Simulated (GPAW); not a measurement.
**Ballistic transport through pyrazine between two Ir chains, from relaxation to T(E)**

Aim: the conductance of pyrazine between two Ir chains after relaxation, and whether geometry, basis or functional moves it most.

Calculated with GPAW 26.7.0; GPAW LCAO, PAW setups; relaxation of the junction within the symmetry of its start, lead ends held, in the first sound run; inputs show where later runs differ.

This is a report of a sequence of runs, with most program output left out.

### Step 1. The starting structure

The cell holds 26 atoms: 16 Ir, 2 N, 4 H and 4 C. Cell: a = 10.631 Å, b = 9.000 Å, c = 41.456 Å, α = 90.0°, β = 90.0°, γ = 90.0°. Regions: left lead, 8 atoms (8 Ir); channel, 10 atoms (2 N, 4 H and 4 C); right lead, 8 atoms (8 Ir). Vacuum lies along a and b. The structure is stacked along c, and the current runs across the ab planes.

### Step 2. Relaxing the atoms

Transmission follows bond lengths closely, so the atoms between the held lead ends are relaxed first, within whatever symmetry the start has.

Contents of run.py:

```python
import json
from ase import Atoms
from ase.constraints import FixAtoms
from ase.optimize import BFGS
from gpaw import GPAW, FermiDirac

device = Atoms(
    ['Ir', 'Ir', 'Ir', 'Ir', 'Ir', 'Ir', 'Ir', 'Ir', 'N', 'H', 'H', 'C', 'C', 'C', 'C', 'H', 'H', 'N', 'Ir', 'Ir', 'Ir', 'Ir', 'Ir', 'Ir', 'Ir', 'Ir'],
    positions=[
        [5.31574, 4.50000, 1.15000],
        [5.31574, 4.50000, 3.45000],
        [5.31574, 4.50000, 5.75000],
        [5.31574, 4.50000, 8.05000],
        [5.31574, 4.50000, 10.35000],
        [5.31574, 4.50000, 12.65000],
        [5.31574, 4.50000, 14.95000],
        [5.31574, 4.50000, 17.25000],
        [5.31574, 4.50000, 19.31000],
        [7.38147, 4.50000, 19.46845],
        [3.25000, 4.50000, 19.46845],
        [4.17383, 4.50000, 20.03522],
        [6.45764, 4.50000, 20.03522],
        [4.17383, 4.50000, 21.42043],
        [6.45764, 4.50000, 21.42043],
        [3.25000, 4.50001, 21.98720],
        [7.38147, 4.50000, 21.98720],
        [5.31574, 4.50000, 22.14565],
        [5.31574, 4.50000, 24.20565],
        [5.31574, 4.50000, 26.50565],
        [5.31574, 4.50000, 28.80565],
        [5.31574, 4.50000, 31.10565],
        [5.31574, 4.50000, 33.40565],
        [5.31574, 4.50000, 35.70565],
        [5.31574, 4.50000, 38.00565],
        [5.31574, 4.50000, 40.30565]],
    cell=[[10.63147, 0.0, 0.0], [0.0, 9.0, 0.0], [0.0, 0.0, 41.45565]],
    pbc=True)

device.set_constraint(FixAtoms([0, 1, 2, 3, 4, 5, 6, 19, 20, 21, 22, 23, 24, 25]))
device.calc = GPAW(mode='lcao', basis='dzp', xc='PBE', h=0.18,
                   kpts={'size': (1, 1, 2), 'gamma': True},
                   symmetry={'tolerance': 1e-3, 'extra_ids': [1, 1, 1, 1, 1, 1, 1, 0, 0, 0, 0, 0, 0, 0, 0, 0, 0, 0, 0, 1, 1, 1, 1, 1, 1, 1]},
                   occupations=FermiDirac(0.1), maxiter=250,
                   mixer=dict(beta=0.1, nmaxold=8, weight=100.0),
                   convergence=dict(density=0.0001), txt='relax.txt')
path = []
opt = BFGS(device, maxstep=0.15)
opt.attach(lambda: path.append((device.get_potential_energy(), device.positions.tolist(), device.get_forces().tolist())))
relaxed = bool(opt.run(fmax=0.05, steps=50))
json.dump(dict(relaxed=relaxed, path=path, positions=device.positions.tolist(), moments=device.get_magnetic_moments().tolist(),
               forces=device.get_forces(apply_constraint=False).tolist()), open('result.json', 'w'))
```

Launch:

```console
OMP_NUM_THREADS=1 OPENBLAS_NUM_THREADS=1 python run.py
```

Elapsed: 17 min, on 1 thread of Arm Neoverse V1, shared host; peak memory 2.2 GiB.

The steps of the relaxation:

```tsv
step	energy less that of the first step (eV)	largest force (eV/Å)
1	0.0000	1.2412
2	-0.0615	0.9447
3	-0.0986	0.3974
4	-0.1150	0.2198
5	-0.1194	0.1597
6	-0.1213	0.0527
7	-0.1210	0.0376
```

The atoms that moved most (Å):

```tsv
atom	dx	dy	dz	length
H11	-0.045	0.000	-0.011	0.046
H16	-0.045	0.000	0.011	0.046
H10	0.045	0.000	-0.011	0.046
H17	0.045	0.000	0.011	0.046
C12	-0.026	0.000	0.000	0.026
C14	-0.026	0.000	0.000	0.026
C13	0.026	0.000	0.000	0.026
C15	0.026	0.000	0.000	0.026
```

Final coordinates:

```cif
data_structure
_symmetry_space_group_name_H-M 'P 1'
_symmetry_Int_Tables_number 1
_cell_length_a 10.6315
_cell_length_b 9.0000
_cell_length_c 41.4557
_cell_angle_alpha 90.000
_cell_angle_beta 90.000
_cell_angle_gamma 90.000
_cell_volume 3966.61
loop_
_atom_site_label
_atom_site_type_symbol
_atom_site_fract_x
_atom_site_fract_y
_atom_site_fract_z
_atom_site_occupancy
Ir1 Ir 0.50000 0.50000 0.02774 1
Ir2 Ir 0.50000 0.50000 0.08322 1
Ir3 Ir 0.50000 0.50000 0.13870 1
Ir4 Ir 0.50000 0.50000 0.19418 1
Ir5 Ir 0.50000 0.50000 0.24966 1
Ir6 Ir 0.50000 0.50000 0.30515 1
Ir7 Ir 0.50000 0.50000 0.36063 1
Ir8 Ir 0.50000 0.50000 0.41603 1
N9 N 0.50000 0.50000 0.46540 1
H10 H 0.69853 0.50000 0.46935 1
H11 H 0.30147 0.50000 0.46935 1
C12 C 0.39015 0.50000 0.48329 1
C13 C 0.60985 0.50000 0.48329 1
C14 C 0.39015 0.50000 0.51671 1
C15 C 0.60985 0.50000 0.51671 1
H16 H 0.30147 0.50000 0.53065 1
H17 H 0.69853 0.50000 0.53065 1
N18 N 0.50000 0.50000 0.53460 1
Ir19 Ir 0.50000 0.50000 0.58397 1
Ir20 Ir 0.50000 0.50000 0.63937 1
Ir21 Ir 0.50000 0.50000 0.69485 1
Ir22 Ir 0.50000 0.50000 0.75034 1
Ir23 Ir 0.50000 0.50000 0.80582 1
Ir24 Ir 0.50000 0.50000 0.86130 1
Ir25 Ir 0.50000 0.50000 0.91678 1
Ir26 Ir 0.50000 0.50000 0.97226 1
```

The relaxation lowered the energy of the cell by 0.121 eV (energies extrapolated to zero smearing; the optimiser's log prints free energies). The largest force left on a free atom is 0.038 eV/Å.

### Step 3. Double-zeta polarised basis

The script solves lead and junction separately, takes H and S in the orbital basis, and joins semi-infinite leads through their self-energies; the dzp basis is the working standard.

This step: GPAW LCAO, PAW setups; Landauer transmission from Green's functions with principal layers (ASE), zero bias (GPAW 26.7.0).

Contents of run.py:

```python
import json
import numpy as np
from ase import Atoms
from ase.transport.calculators import TransportCalculator
from gpaw import GPAW, FermiDirac
from gpaw.lcao.tools import get_lcao_hamiltonian
from scipy.linalg import eigh

# The junction with lead layers at both ends, along the third cell vector
device = Atoms(
    ['Ir', 'Ir', 'Ir', 'Ir', 'Ir', 'Ir', 'Ir', 'Ir', 'N', 'H', 'H', 'C', 'C', 'C', 'C', 'H', 'H', 'N', 'Ir', 'Ir', 'Ir', 'Ir', 'Ir', 'Ir', 'Ir', 'Ir'],
    positions=[
        [5.31574, 4.50000, 1.15000],
        [5.31574, 4.50000, 3.45000],
        [5.31574, 4.50000, 5.75000],
        [5.31574, 4.50000, 8.05000],
        [5.31574, 4.50000, 10.35000],
        [5.31574, 4.50000, 12.65000],
        [5.31574, 4.50000, 14.95000],
        [5.31574, 4.50000, 17.24690],
        [5.31574, 4.50000, 19.29347],
        [7.42637, 4.50000, 19.45715],
        [3.20510, 4.50000, 19.45715],
        [4.14791, 4.50000, 20.03524],
        [6.48356, 4.50000, 20.03524],
        [4.14791, 4.50000, 21.42041],
        [6.48356, 4.50000, 21.42041],
        [3.20510, 4.50001, 21.99850],
        [7.42637, 4.50000, 21.99850],
        [5.31574, 4.50000, 22.16218],
        [5.31574, 4.50000, 24.20875],
        [5.31574, 4.50000, 26.50565],
        [5.31574, 4.50000, 28.80565],
        [5.31574, 4.50000, 31.10565],
        [5.31574, 4.50000, 33.40565],
        [5.31574, 4.50000, 35.70565],
        [5.31574, 4.50000, 38.00565],
        [5.31574, 4.50000, 40.30565]],
    cell=[[10.63147, 0.0, 0.0], [0.0, 9.0, 0.0], [0.0, 0.0, 41.45565]],
    pbc=True)

# One principal layer of the lead: the first 5 atoms of the device
lead = Atoms(
    ['Ir', 'Ir', 'Ir', 'Ir', 'Ir'],
    positions=[
        [5.31574, 4.50000, 1.15000],
        [5.31574, 4.50000, 3.45000],
        [5.31574, 4.50000, 5.75000],
        [5.31574, 4.50000, 8.05000],
        [5.31574, 4.50000, 10.35000]],
    cell=[[10.63147, 0.0, 0.0], [0.0, 9.0, 0.0], [0.0, 0.0, 11.5]],
    pbc=True)

settings = dict(mode='lcao', basis='dzp', xc='PBE', h=0.18,
                occupations=FermiDirac(0.1), maxiter=250,
                mixer=dict(beta=0.1, nmaxold=8, weight=100.0),
                convergence=dict(density=0.0001))
energies = np.arange(-2, 2 + 1e-9, 0.025)
eta = 0.0001
n1, n2 = 1, 1
# k and -k transmit alike, so half of the mesh across the current serves
mesh = [(i, j) for i in range(n1) for j in range(n2) if (i, j) <= (-i % n1, -j % n2)]
weights = np.array([1 if (i, j) == (-i % n1, -j % n2) else 2 for i, j in mesh]) / (n1 * n2)


def ground_state(atoms, size, txt):
    atoms.calc = GPAW(kpts={'size': size, 'gamma': True}, symmetry={'tolerance': 1e-3}, txt=txt, **settings)
    atoms.get_potential_energy()
    return atoms.calc.get_fermi_level()


def blocks(atoms, fermi, points, nz, cells):
    """H - E_F S and S between cell 0 and the cells above it, at each point across the current."""
    kz = np.arange(nz) / nz
    calc = atoms.calc.fixed_density(kpts=[(*k, z) for k in points for z in kz], symmetry='off', txt=None)
    H, S = get_lcao_hamiltonian(calc)
    H = (H - fermi * S).reshape(len(H), len(points), nz, *S.shape[1:])
    S = S.reshape(H.shape[1:])
    phases = [np.exp(-2j * np.pi * kz * R) / nz for R in cells]
    return [(np.einsum('skzij,z->ksij', H, p), np.einsum('kzij,z->kij', S, p)) for p in phases]


def pair(a, b):
    return np.block([[a, b], [b.T.conj(), a]])


def count_channels(h, s, cells, nk=240):
    """Half the number of times that the lead's bands cross each energy, unfolded to its shortest repeat."""
    b = len(h) // cells
    bands = []
    for k in (np.arange(nk + 1) + 0.5) / nk:
        hk, sk = h[:b, :b].copy(), s[:b, :b].copy()
        for R in range(1, cells):
            phase, block = np.exp(2j * np.pi * k * R), slice(R * b, (R + 1) * b)
            hk += h[:b, block] * phase + (h[:b, block] * phase).T.conj()
            sk += s[:b, block] * phase + (s[:b, block] * phase).T.conj()
        w, u = eigh(sk)
        x = u[:, w > 1e-5] / w[w > 1e-5]**0.5  # drop near-dependent combinations
        bands.append(np.r_[eigh(x.T.conj() @ hk @ x, eigvals_only=True), [1e9] * (w <= 1e-5).sum()])
    below = np.array(bands)[:, :, None] < energies
    return (below[1:] != below[:-1]).sum((0, 1)) / 2


fermi_lead = ground_state(lead, (1, 1, 10), 'lead.txt')
fermi_device = ground_state(device, (1, 1, 2), 'device.txt')
T, channels, eigen, tail, misfit, shifts = [], [], [], 0.0, 0.0, []
for first in range(0, len(mesh), 164):
    points = [(i / n1, j / n2) for i, j in mesh[first:first + 164]]
    (H0k, S0k), (H1k, S1k), (H2k, _) = blocks(lead, fermi_lead, points, 5, range(3))
    [(Hk, Sk)] = blocks(device, fermi_device, points, 2, [0])
    tail = max(tail, abs(H2k).max())
    for H0, S0, H1, S1, H, S in zip(H0k, S0k, H1k, S1k, Hk, Sk):
        n = len(S0)
        # Shift the lead onto the potential of the device's first layer
        shift = ((H[:, 0, 0] - H0[:, 0, 0]) / S0[0, 0]).real.mean()
        shifts.append(shift)
        misfit = max(misfit, abs(H[:, :n, :n] - H0 - shift * S0).max())
        Tk, Ck, Ek = [], [], []
        for s in range(len(H)):
            t = s % len(H0)  # a lead without moments serves both spins
            h1, s1 = pair(H0[t] + shift * S0, H1[t] + shift * S1), pair(S0, S1)
            leads = dict(h1=h1, s1=s1, energies=energies, eta=eta, eta1=eta, eta2=eta)
            calc = TransportCalculator(h=H[s], s=S, eigenchannels=3, **leads)
            Tk.append(calc.get_transmission())
            Ek.append(np.sort(calc.eigenchannels_ne, axis=0)[::-1])
            Ck.append(count_channels(h1, s1, 10))
        T.append(Tk)
        channels.append(Ck)
        eigen.append(Ek)
T, channels = np.array(T), np.array(channels)
mean, open_channels = np.einsum('kse,k->se', T, weights), np.einsum('kse,k->se', channels, weights)

print(f'basis functions: device {len(S)}, principal layer {n}')
print(f'Fermi level: lead {fermi_lead:.4f} eV, device {fermi_device:.4f} eV; lead shifted by {np.mean(shifts):.4f} eV')
print(f'largest coupling past the next layer {tail:.2e} eV, largest misfit of the first layer {misfit:.3f} eV')
print('  E-E_F (eV)   ' + 'T (one spin)  channels')
for e, t, c in zip(energies, mean.T, open_channels.T):
    print(f'{e:10.3f}  ', *[f'{x:11.4e}' for x in t], *[f'{x:9.4f}' for x in c])

kT = 8.617333e-5 * 300
fine = np.linspace(energies[0], energies[-1], 4001)
both = np.exp(np.interp(fine, energies, np.log(np.maximum(mean.sum(0) * 2 / len(mean), 1e-30))))
fermi = lambda mu: 1 / (1 + np.exp(np.clip((fine - mu) / kT, -200, 200)))
slope = fermi(0) * (1 - fermi(0)) / kT
G = np.trapezoid(both * slope, fine) / 2
seebeck = -np.trapezoid(both * slope * fine, fine) / (2 * G * 300) * 1e6
print(f'conductance at 300 K: {G:.5g} G0 a cell; thermopower {seebeck:.4g} uV/K')
bias = [0.1, 0.2, 0.5, 1.0, 1.5, 2.0]
current = [38.74 * np.trapezoid(both * (fermi(V / 2) - fermi(-V / 2)), fine) for V in bias]
for V, I in zip(bias, current):
    print(f'current from the zero-bias T(E) at {V} V: {I:.5g} uA')
zero = abs(energies).argmin()
json.dump(dict(energies=energies.tolist(), T=mean.tolist(), channels=open_channels.tolist(), G=G, seebeck=seebeck,
               bias=bias, current=current, tail=tail, misfit=misfit, shift=np.mean(shifts), n_device=len(S), n_lead=n,
               fermi=[fermi_lead, fermi_device], energy=device.get_potential_energy(),
               moments=device.get_magnetic_moments().tolist(), mesh=mesh, weights=weights.tolist(),
               T_k=T[:, :, zero].tolist(), eigen=np.array(eigen[0]).tolist()), open('result.json', 'w'))
```

It took 6.9 min on 1 thread; peak memory 2.5 GiB.

Numbers from this step:

- conductance: 0.9357 G₀
- largest coupling past the next principal layer: 1.48e-6 eV
- largest misfit of the first principal layer: 0.1560 eV
- shift that aligns the lead: -0.01638 eV
- basis functions of the junction: 530
- basis functions of a principal layer: 135
- transmission at the Fermi level (one spin): 0.9425

One spin. Table of transmission, zone mean by energy, zero at the Fermi level:

```tsv
energy (eV)	transmission, zone mean
-2.000	0.153
-1.800	0.177
-1.600	0.211
-1.400	0.258
-1.200	0.311
-1.000	0.358
-0.800	0.424
-0.600	0.527
-0.400	0.673
-0.200	0.851
0.000	0.943
0.200	0.955
0.400	0.992
0.600	1.01
0.800	0.990
1.000	0.921
1.200	0.825
1.400	0.694
1.600	0.539
1.800	0.387
2.000	0.00189
```

Not self-consistent under bias; the bias window is split evenly. Current through one cell, from the zero-bias transmission against bias:

```tsv
bias (V)	current through one cell, from the zero-bias transmission (μA)
0.100	7.24
0.200	14.4
0.500	35.5
1.000	68.1
1.500	97.6
2.000	124
```

The transmission of the three most open eigenchannels by energy, zero at the Fermi level:

```tsv
energy (eV)	channel 1	channel 2	channel 3
-2.000	0.126	0.0252	0.00114
-1.800	0.150	0.0248	0.00134
-1.600	0.186	0.0219	0.00161
-1.400	0.232	0.0217	0.00195
-1.200	0.280	0.0251	0.00303
-1.000	0.327	0.0243	0.00385
-0.800	0.389	0.0251	0.00504
-0.600	0.488	0.0261	0.00624
-0.400	0.628	0.0266	0.00754
-0.200	0.770	0.0345	0.0314
0.000	0.868	0.0366	0.0240
0.200	0.927	0.0185	0.00584
0.400	0.971	0.0122	0.00579
0.600	0.998	0.00816	0.00572
0.800	0.980	0.00588	0.00339
1.000	0.914	0.00611	5.1e-5
1.200	0.819	0.00609	2.7e-4
1.400	0.687	0.00565	5.6e-4
1.600	0.533	0.00492	9.1e-4
1.800	0.383	0.00324	0.00134
2.000	0.00189	1.2e-9	2.4e-11
```

Couplings past the next layer reach 1.5e-6 eV, small enough to drop; the matrix elements of the cell's first layer differ from the bulk lead's by up to 0.16 eV. That layer keeps its own values in the calculation, and only beyond it is the lead taken as perfect. The Fermi levels of lead and junction count from different zeros of potential, one for each periodic cell; with both set to zero, the small remaining shift is what aligns them. Without spin-orbit coupling, which is large for these atoms, channel counts and T are those of the scalar-relativistic bands. By hand: G = 0.9357 × 77.48 μS = 72.5 μS, a resistance of 13.8 kΩ; at 0.1 V a linear junction would pass 7.25 μA, and the integral over the bias window gives 7.24 μA.

### Step 4. Single-zeta polarised basis

One radial function a shell plus polarisation makes the matrices smaller; the question is what that costs.

Changes to run.py since step 3:

```diff
@@ -53,3 +53,3 @@
 
-settings = dict(mode='lcao', basis='dzp', xc='PBE', h=0.18,
+settings = dict(mode='lcao', basis='szp(dzp)', xc='PBE', h=0.18,
                 occupations=FermiDirac(0.1), maxiter=250,
```

Wall time 4.1 min (1 thread); peak memory 2.4 GiB.

This step gave:

* conductance: 1.060 G₀
* largest misfit of the first principal layer: 0.1884 eV
* shift that aligns the lead: -0.02181 eV
* basis functions of the junction: 310
* basis functions of a principal layer: 75
* transmission at the Fermi level (one spin): 1.071

One spin. Transmission, zone mean against energy, zero at the Fermi level:

energy (eV), transmission, zone mean and a bar:
```
   -2.000       0.16 ####
   -1.800       0.19 #####
   -1.600       0.24 #######
   -1.400       0.31 #########
   -1.200       0.38 ###########
   -1.000       0.45 #############
   -0.800       0.55 ################
   -0.600       0.70 ####################
   -0.400       0.87 ########################
   -0.200       1.01 ############################
    0.000       1.07 ##############################
    0.200       1.02 #############################
    0.400       0.98 ############################
    0.600       0.89 #########################
    0.800       0.75 #####################
    1.000       0.63 ##################
    1.200       0.51 ##############
    1.400       0.38 ###########
    1.600       0.28 ########
    1.800       0.21 ######
    2.000       0.00
```

Not self-consistent under bias; the bias window is split evenly. Table of current through one cell, from the zero-bias transmission by bias:

```tsv
bias (V)	current through one cell, from the zero-bias transmission (μA)
0.100	8.20
0.200	16.3
0.500	40.1
1.000	76.3
1.500	106
2.000	130
```

The transmission of the three most open eigenchannels by energy, zero at the Fermi level:

```tsv
energy (eV)	channel 1	channel 2	channel 3
-2.000	0.140	0.0172	0.00134
-1.900	0.155	0.0171	0.00144
-1.800	0.173	0.0158	0.00156
-1.700	0.195	0.0150	0.00170
-1.600	0.222	0.0149	0.00187
-1.500	0.253	0.0151	0.00206
-1.400	0.287	0.0155	0.00226
-1.300	0.323	0.0160	0.00246
-1.200	0.357	0.0179	0.00280
-1.100	0.393	0.0179	0.00317
-1.000	0.431	0.0176	0.00346
-0.900	0.474	0.0184	0.00403
-0.800	0.527	0.0190	0.00457
-0.700	0.592	0.0197	0.00522
-0.600	0.668	0.0201	0.00583
-0.500	0.751	0.0204	0.00649
-0.400	0.831	0.0212	0.00734
-0.300	0.899	0.0221	0.00815
-0.200	0.947	0.0276	0.0216
-0.100	0.977	0.0363	0.0358
0.000	0.992	0.0348	0.0273
0.100	0.998	0.0165	0.00651
0.200	0.997	0.0135	0.00662
0.300	0.986	0.0111	0.00661
0.400	0.963	0.00951	0.00654
0.500	0.925	0.00810	0.00648
0.600	0.873	0.00649	0.00594
0.700	0.811	0.00658	0.00365
0.800	0.745	0.00674	1.3e-5
0.900	0.682	0.00692	1.3e-4
1.000	0.622	0.00706	2.5e-4
1.100	0.563	0.00711	3.8e-4
1.200	0.502	0.00703	5.1e-4
1.300	0.438	0.00685	6.6e-4
1.400	0.374	0.00662	8.2e-4
1.500	0.316	0.00643	9.9e-4
1.600	0.269	0.00628	0.00118
1.700	0.235	0.00607	0.00139
1.800	0.206	0.00533	0.00162
1.900	0.129	0.00239	0.00187
2.000	0.00215	2.1e-9	9.7e-11
```

The conductance, 1.06 G₀, lies 13 % above that of the dzp run.

### Step 5. GPAW, sz: basis = "sz(dzp)"

One function for each valence shell of the setup, as for a first survey of a large system.

Changes to run.py since step 4:

```diff
@@ -53,3 +53,3 @@
 
-settings = dict(mode='lcao', basis='szp(dzp)', xc='PBE', h=0.18,
+settings = dict(mode='lcao', basis='sz(dzp)', xc='PBE', h=0.18,
                 occupations=FermiDirac(0.1), maxiter=250,
```

Elapsed: 2.9 min, on 1 thread; peak memory 2.3 GiB.

This step gave:

| Property | Result |
| --- | --- |
| largest coupling past the next principal layer | 1.47e-6 eV |
| largest misfit of the first principal layer | 0.08016 eV |
| shift that aligns the lead | -0.02180 eV |
| basis functions of the junction | 220 |
| basis functions of a principal layer | 60 |
| transmission at the Fermi level (one spin) | 1.069 |

The conductance, 1.06 G₀, lies 13 % above that of the dzp run.

### Step 6. LDA in the dzp basis: xc = "LDA"

Back in the dzp basis, the functional changes from PBE to LDA, to set the spread between functionals beside that between bases.

Changes to run.py since step 5:

```diff
@@ -53,3 +53,3 @@
 
-settings = dict(mode='lcao', basis='sz(dzp)', xc='PBE', h=0.18,
+settings = dict(mode='lcao', basis='dzp', xc='LDA', h=0.18,
                 occupations=FermiDirac(0.1), maxiter=250,
```

Elapsed: 5.8 min, on 1 thread; peak memory 2.5 GiB.

Numbers from this step:

* conductance: 0.9393 G₀
* largest coupling past the next principal layer: 1.53e-6 eV
* largest misfit of the first principal layer: 0.1605 eV
* shift that aligns the lead: -0.01592 eV
* basis functions of the junction: 530
* basis functions of a principal layer: 135
* transmission at the Fermi level (one spin): 0.9478

The conductance, 0.939 G₀, lies 0.4 % above that of the dzp run.

(Continued in part 2 of 2.)

[Logs are printed without paths, hosts, clocks, repeated set-up lines and the standing remarks that a program may print on its own settings, such as how far it seeks lower states.]

[Hosts, paths, dates, database ids (printed as entryN), source tags and the programs' standing remarks are cut or masked in the printed files.]
